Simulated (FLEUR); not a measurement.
# Magnetic state of free Fe(110) film, 3 layers from several starts, part 2 of 2

Does free Fe(110) film, 3 layers prefer parallel or opposed moments?

FLEUR MaX-R8.1; PBE; all-electron FLAPW film, Dirac cores, scalar-relativistic bands.

So far, largest spin moment in the muffin-tin sphere (μB): step 2 (start 1: ferro +++) 2.67; step 3 (ferrimagnetic, start moments [2.8, -2.8, 2.8] μB) 2.45.

## 4. Start 3: no spin polarisation

Without spin polarisation no moment can form, so the difference from the other runs is what forming moments gains.

inp.xml

```
<?xml version="1.0" encoding="UTF-8" standalone="no"?>
<fleurInput fleurInputVersion="0.39">
   <comment>
      Fe
   </comment>
   <calculationSetup>
      <cutoffs Kmax="3.68" Gmax="11.0" GmaxXC="11.0" numbands="0"/>
      <scfLoop itmax="120" minDistance="0.00002" maxIterBroyd="15" imix="Anderson" alpha="0.03" precondParam="0.0" spinf="2.0" sdNocoIR="T"/>
      <coreElectrons ctail="T" frcor="F" kcrel="1" coretail_lmax="0"/>
      <xcFunctional name="pbe" relativisticCorrections="F"/>
      <magnetism jspins="1"/>
      <soc l_soc="F" theta="0.0" phi="0.0" spav="F"/>
      <expertModes spex="0" secvar="F"/>
      <geometryOptimization l_f="F" forcealpha="1.0" forcemix="BFGS" epsdisp="0.00001" epsforce="0.00001"/>
      <ldaU l_linMix="F" mixParam="0.05" spinf="1.0"/>
   </calculationSetup>
   <cell>
      <bzIntegration valenceElectrons="48.0" mode="hist" fermiSmearingEnergy="0.00183747">
         <kPointListSelection listName="default-1"/>
         <xi:include xmlns:xi="http://www.w3.org/2001/XInclude" href="kpts.xml"> </xi:include>
      </bzIntegration>
      <xi:include xmlns:xi="http://www.w3.org/2001/XInclude" href="sym.xml"> </xi:include>
      <filmLattice scale="1.0" dVac="12.92" dTilda="15.42">
         <bravaisMatrixFilm>
            <row-1>    2.7079775365518000    -3.8296584928783730</row-1>
            <row-2>    2.7079775365518000     3.8296584928783730</row-2>
         </bravaisMatrixFilm>
         <vacuumEnergyParameters vacuum="1" spinUp="-.25" spinDown="-.25"/>
      </filmLattice>
   </cell>
   <atomSpecies>
      <species name="Iron (Fe)" element="Fe" atomicNumber="26">
         <mtSphere radius="2.23" gridPoints="737" logIncrement="0.016"/>
         <atomicCutoffs lmax="8" lnonsphr="6"/>
         <electronConfig flipSpins="F">
            <coreConfig>(1s1/2) (2s1/2) (2p1/2) (2p3/2)</coreConfig>
            <valenceConfig>(3s1/2) (3p1/2) (3p3/2) (4s1/2) (3d3/2) (3d5/2)</valenceConfig>
            <stateOccupation state="(3d3/2)" spinUp="1.200000" spinDown="1.200000"/>
            <stateOccupation state="(3d5/2)" spinUp="1.800000" spinDown="1.800000"/>
         </electronConfig>
         <energyParameters s="4" p="4" d="3" f="4"/>
         <lo type="SCLO" l="0" n="3" eDeriv="0"/>
         <lo type="SCLO" l="1" n="3" eDeriv="0"/>
      </species>
   </atomSpecies>
   <atomGroups>
      <atomGroup species="Iron (Fe)">
         <filmPos label="                   1">.0000000000 .0000000000 -3.8297153215</filmPos>
         <filmPos label="                   3">.0000000000 .0000000000 3.8297153215</filmPos>
         <force calculate="T" relaxXYZ="TTT"/>
      </atomGroup>
      <atomGroup species="Iron (Fe)">
         <filmPos label="                   2">1.000/2.000 1.000/2.000 .0000000000</filmPos>
         <force calculate="T" relaxXYZ="TTT"/>
      </atomGroup>
   </atomGroups>
   <output dos="F" band="F" slice="F">
      <bandDOS minEnergy="-.5*Htr" maxEnergy="0.5*Htr" sigma="0.015" storeEVData="T"/>
      <plotting iplot="0" polar="F">
         <plot TwoD="T" vec1="  1.0  0.0  0.0" vec2="  0.0  1.0  0.0" vec3="  0.0  0.0  1.0" zero="  0.0  0.0 -0.5" file="plot"/>
      </plotting>
      <moessbauerParams electricFieldGradient="F" isomerShift="T" coreHyperfine="T" valenceHyperfine="T"/>
   </output>
</fleurInput>
```

crystal.txt

```
Fe
&input film=T cartesian=F /
1.43300000000  -2.02656800000  0.00000000000
1.43300000000  2.02656800000  0.00000000000
0.00000000000  0.00000000000  1.00000000000
1.8897261246
1.0 1.0 1.0

3
26 0.00000000000  0.00000000000  -3.82971532153
26 0.50000000000  0.50000000000  0.00000000000
26 0.00000000000  0.00000000000  3.82971532153

&kpt div1=12 div2=12 div3=1 gamma=T /
```

Launch:

```console
$ OMP_NUM_THREADS=1 inpgen -f crystal.txt > inpgen.log  # inp.xml is then edited as shown
$ OMP_NUM_THREADS=1 mpirun -n 4 fleur_MPI > fleur.log
```

The log of the run:

```text
[banner, memory and clock lines left out]
Welcome to FLEUR        (www.flapw.de)
      MaX-Release 8.1          (www.max-centre.eu)

 ========== k-point set info ==========
 Selected k-point list: default-1
 k-point list type: mesh
 0 x 0 x 0
 Number of k points: 44

 [... set-up left out ...]
 Iteration:     1   Distance:      46.86222959 me/bohr^3
 [... lines of the core solver left out ...]
 Iteration:     2   Distance:      53.59184339 me/bohr^3
 [... lines of the core solver left out ...]
 Iteration:     3   Distance:      15.42798302 me/bohr^3
[...]
<FermiEnergy value="-0.1880393381" units="Htr"/>
         [... left out ...]
         <totalEnergy value="    -3818.2711167309" units="Htr">
            <sumOfEigenvalues value="    -2248.4505615388">
               <coreElectrons value="-2183.5828508214"/>
               <valenceElectrons value="-64.8677107174"/>
            </sumOfEigenvalues>
         [... left out ...]
            <freeEnergy value="-3818.2750771221"/>
            <extrapolationTo0K value="-3818.2730969265"/>
         </totalEnergy>
         <densityConvergence units="me/bohr^3">
            <chargeDensity spin="1" distance="0.0000146215"/>
         </densityConvergence>
      </iteration>
```

Run time: 24 s. Hardware: 4 MPI ranks of Arm Neoverse V1, shared host; peak memory 0.26 GiB; 96 s of CPU time.

This step gave:

```yaml
free_energy: -103900.5579 eV
program_s_band_gap_on_this_mesh_in_a_metal_only_a_level_spacing: 3.51e-4 eV
final_state: non-magnetic (no spin polarisation)
```

It lies 618 meV a seeded atom over the first start.

## 5. Energies of the orders

Free energies are divided by the number of seeded atoms.

Orders:

| start | final state | typed order kept | energy over the lowest (meV a seeded atom) | largest sphere moment (μB) | net moment (μB a primitive cell) | mesh matched | CPU time (s) |
| --- | --- | --- | --- | --- | --- | --- | --- |
| ferro +++ | ferromagnetic | yes | 0 | 2.67 | 7.774 | yes | 178.2 |
| ferri +-+ | ferrimagnetic | yes | 199.6 | 2.449 | 2.624 | yes | 225 |
| no spin polarisation | non-magnetic | - | 618.4 | 0 | 0 | yes | 96.3 |

## 6. Spin–orbit coupling, moments along z

Spin–orbit coupling ties the spins to the lattice and lets orbital moments form.

A new self-consistent run of the start ferro +++, with the moments along z.

inp.xml

```
<?xml version="1.0" encoding="UTF-8" standalone="no"?>
<fleurInput fleurInputVersion="0.39">
   <comment>
      Fe
   </comment>
   <calculationSetup>
      <cutoffs Kmax="3.68" Gmax="11.0" GmaxXC="11.0" numbands="108"/>
      <scfLoop itmax="120" minDistance="0.00002" maxIterBroyd="15" imix="Anderson" alpha="0.03" precondParam="0.0" spinf="2.0" sdNocoIR="T"/>
      <coreElectrons ctail="T" frcor="F" kcrel="1" coretail_lmax="0"/>
      <xcFunctional name="pbe" relativisticCorrections="F"/>
      <magnetism jspins="2"/>
      <soc l_soc="T" theta="0.0" phi="0.0" spav="F"/>
      <expertModes spex="0" secvar="F"/>
      <geometryOptimization l_f="F" forcealpha="1.0" forcemix="BFGS" epsdisp="0.00001" epsforce="0.00001"/>
      <ldaU l_linMix="F" mixParam="0.05" spinf="1.0"/>
   </calculationSetup>
   <cell>
      <bzIntegration valenceElectrons="48.0" mode="hist" fermiSmearingEnergy="0.00183747">
         <kPointListSelection listName="default-1"/>
         <xi:include xmlns:xi="http://www.w3.org/2001/XInclude" href="kpts.xml"> </xi:include>
      </bzIntegration>
      <xi:include xmlns:xi="http://www.w3.org/2001/XInclude" href="sym.xml"> </xi:include>
      <filmLattice scale="1.0" dVac="12.92" dTilda="15.42">
         <bravaisMatrixFilm>
            <row-1>    2.7079775365518000    -3.8296584928783730</row-1>
            <row-2>    2.7079775365518000     3.8296584928783730</row-2>
         </bravaisMatrixFilm>
         <vacuumEnergyParameters vacuum="1" spinUp="-.25" spinDown="-.25"/>
      </filmLattice>
   </cell>
   <atomSpecies>
      <species name="Iron (Fe) 2.800" element="Fe" atomicNumber="26">
         <mtSphere radius="2.23" gridPoints="737" logIncrement="0.016"/>
         <atomicCutoffs lmax="8" lnonsphr="6"/>
         <electronConfig flipSpins="F">
            <coreConfig>(1s1/2) (2s1/2) (2p1/2) (2p3/2)</coreConfig>
            <valenceConfig>(3s1/2) (3p1/2) (3p3/2) (4s1/2) (3d3/2) (3d5/2)</valenceConfig>
            <stateOccupation state="(3d3/2)" spinUp="1.4" spinDown="1.0"/>
            <stateOccupation state="(3d5/2)" spinUp="3.0" spinDown="0.6"/>
         </electronConfig>
         <energyParameters s="4" p="4" d="3" f="4"/>
         <lo type="SCLO" l="0" n="3" eDeriv="0"/>
         <lo type="SCLO" l="1" n="3" eDeriv="0"/>
      </species>
   </atomSpecies>
   <atomGroups>
      <atomGroup species="Iron (Fe) 2.800">
         <filmPos label="                   1">.0000000000 .0000000000 -3.8297153215</filmPos>
         <filmPos label="                   3">.0000000000 .0000000000 3.8297153215</filmPos>
         <force calculate="T" relaxXYZ="TTT"/>
      </atomGroup>
      <atomGroup species="Iron (Fe) 2.800">
         <filmPos label="                   2">1.000/2.000 1.000/2.000 .0000000000</filmPos>
         <force calculate="T" relaxXYZ="TTT"/>
      </atomGroup>
   </atomGroups>
   <output dos="F" band="F" slice="F">
      <bandDOS minEnergy="-.5*Htr" maxEnergy="0.5*Htr" sigma="0.015" storeEVData="T"/>
      <plotting iplot="0" polar="F">
         <plot TwoD="T" vec1="  1.0  0.0  0.0" vec2="  0.0  1.0  0.0" vec3="  0.0  0.0  1.0" zero="  0.0  0.0 -0.5" file="plot"/>
      </plotting>
      <moessbauerParams electricFieldGradient="F" isomerShift="T" coreHyperfine="T" valenceHyperfine="T"/>
   </output>
</fleurInput>
```

crystal.txt

```
Fe
&input film=T cartesian=F /
1.43300000000  -2.02656800000  0.00000000000
1.43300000000  2.02656800000  0.00000000000
0.00000000000  0.00000000000  1.00000000000
1.8897261246
1.0 1.0 1.0

3
26 0.00000000000  0.00000000000  -3.82971532153 : 2.800
26 0.50000000000  0.50000000000  0.00000000000 : 2.800
26 0.00000000000  0.00000000000  3.82971532153 : 2.800

&soc 0.0000000 0.0000000 /
&kpt div1=12 div2=12 div3=1 gamma=T /
```

The log of the run:

```text
[banner, memory and clock lines left out]
Welcome to FLEUR        (www.flapw.de)
      MaX-Release 8.1          (www.max-centre.eu)

 ========== k-point set info ==========
 Selected k-point list: default-1
 k-point list type: mesh
 0 x 0 x 0
 Number of k points: 76

 [... set-up left out ...]
 Iteration:     1   Distance:      25.77602034 me/bohr^3
 [... lines of the core solver left out ...]
 Iteration:     2   Distance:      11.17341918 me/bohr^3
 [... lines of the core solver left out ...]
 Iteration:     3   Distance:      12.09254185 me/bohr^3
 [... lines of the core solver left out ...]
 Iteration:     4   Distance:       9.97725642 me/bohr^3
 [... lines of the core solver left out ...]
 Iteration:     5   Distance:       6.78205825 me/bohr^3
 [... lines of the core solver left out ...]
 Iteration:     6   Distance:       5.93189588 me/bohr^3
 [... lines of the core solver left out ...]
 Iteration:     7   Distance:       4.15990704 me/bohr^3
 [... lines of the core solver left out ...]
[... rest left out ...]

--- out.xml (last complete iteration) ---
<iteration numberForCurrentRun="   34" overallNumber="   34">
         [... left out ...]
         <bandgap value="0.0000000000" units="eV"/>
         <sumValenceSingleParticleEnergies value="-64.2080129168" units="Htr"/>
         <FermiEnergy value="-0.1747334686" units="Htr"/>
         [... left out ...]
         <magneticMomentsInMTSpheres units="muBohr">
            <globalMagMoment atomType="1" vec="0.00000   0.00000   2.66678"/>
            <globalMagMoment atomType="2" vec="0.00000   0.00000   2.49463"/>
         </magneticMomentsInMTSpheres>
         <orbitalMomentsInMTSpheres units="muBohr">
            <globalMagMoment atomType="1" vec="0.00000   0.00000   0.05397"/>
            <globalMagMoment atomType="2" vec="0.00000   0.00000   0.04519"/>
         </orbitalMomentsInMTSpheres>
         [... left out ...]
         <totalEnergy value="    -3818.3441809739" units="Htr">
            <sumOfEigenvalues value="    -2246.9174532188">
               <coreElectrons value="-2182.7094403020"/>
               <valenceElectrons value="-64.2080129168"/>
            </sumOfEigenvalues>
         [... left out ...]
            <freeEnergy value="-3818.3450415398"/>
            <extrapolationTo0K value="-3818.3446112568"/>
         </totalEnergy>
         <densityConvergence units="me/bohr^3">
            <chargeDensity spin="1" distance="0.0000067736"/>
            <chargeDensity spin="2" distance="0.0000053217"/>
            <overallChargeDensity distance="0.0000095197"/>
            <spinDensity distance="0.0000076012"/>
         </densityConvergence>
      </iteration>
```

The job ended after 3.2 min (4 MPI ranks; peak memory 0.53 GiB; 13 min of CPU time).

Spin moment in the muffin-tin sphere by atom:

| atom | spin moment in the muffin-tin sphere (μB) |
| --- | --- |
| Fe1 | 2.67 |
| Fe2 | 2.49 |
| Fe3 | 2.67 |

Read from the output:

```
free energy                                                       : -103902.4617 eV
program's band gap on this mesh (in a metal only a level spacing) : 0 eV
magnetization                                                     : 7.768 μB
final state                                                       : ferromagnetic
orbital moment along the spin                                     : 0.05397 μB
```

Orbital moment in the sphere, along the spin axis by atom:

| atom | orbital moment in the sphere, along the spin axis (μB) |
| --- | --- |
| Fe1 | 0.0540 |
| Fe2 | 0.0452 |
| Fe3 | 0.0540 |

Fields along z, the direction of positive moments; semicore shells count as valence. Hyperfine fields at the nuclei:

| atom | core contact (T) | valence contact (T) | dipolar (T) | orbital (T) | sum (T) | density at the nucleus (e/bohr³) |
| --- | --- | --- | --- | --- | --- | --- |
| Fe1 | -64.62 | 36.03 | 3.714 | 2.931 | -21.95 | 15154 |
| Fe2 | -62.21 | 26.92 | 0.5399 | 2.31 | -32.43 | 15154 |
| Fe3 | -64.62 | 36.03 | 3.714 | 2.931 | -21.95 | 15154 |

## 7. What came out

```
lowest state found                                                          : ferromagnetic (typed ferro +++)
largest site spin moment                                                    : 2.67 μB
next finished state                                                         : ferrimagnetic, 200 meV a seeded atom higher
energy gained by spin polarisation                                          : 618 meV a seeded atom
hyperfine field at Fe1, along its moment                                    : -21.9 T
orbital moment on the atom of largest spin, along its spin (spin–orbit run) : 0.0540 μB
```

The lowest state found is ferromagnetic, reached from the start ferro +++, with moments up to 2.67 μB. The next finished state costs 200 meV a seeded atom. At Fe1 the core shells give -64.6 T and the valence and semicore s states 36.0 T along the moment, -10.7 T per μB together; orbital and dipolar parts add 6.6 T. Semilocal functionals tend to give too weak a core polarisation. The orbital moment is parallel to the spin. Only 3 starts were tried; other patterns of signs, canted and longer-period orders were not.

[Logs and program files are shortened in this print: banners, set-up blocks, solver, clock and traceback lines can be left out without a mark of their own.]

[Logs are printed without paths, hosts, clocks, repeated set-up lines and the standing remarks that a program may print on its own settings, such as how far it seeks lower states.]

[Hosts, paths, dates, database ids (printed as entryN), source tags and the programs' standing remarks are cut or masked in the printed files.]

[Where a cell is said to come from a database of computed structures, the database is the Materials Project.]
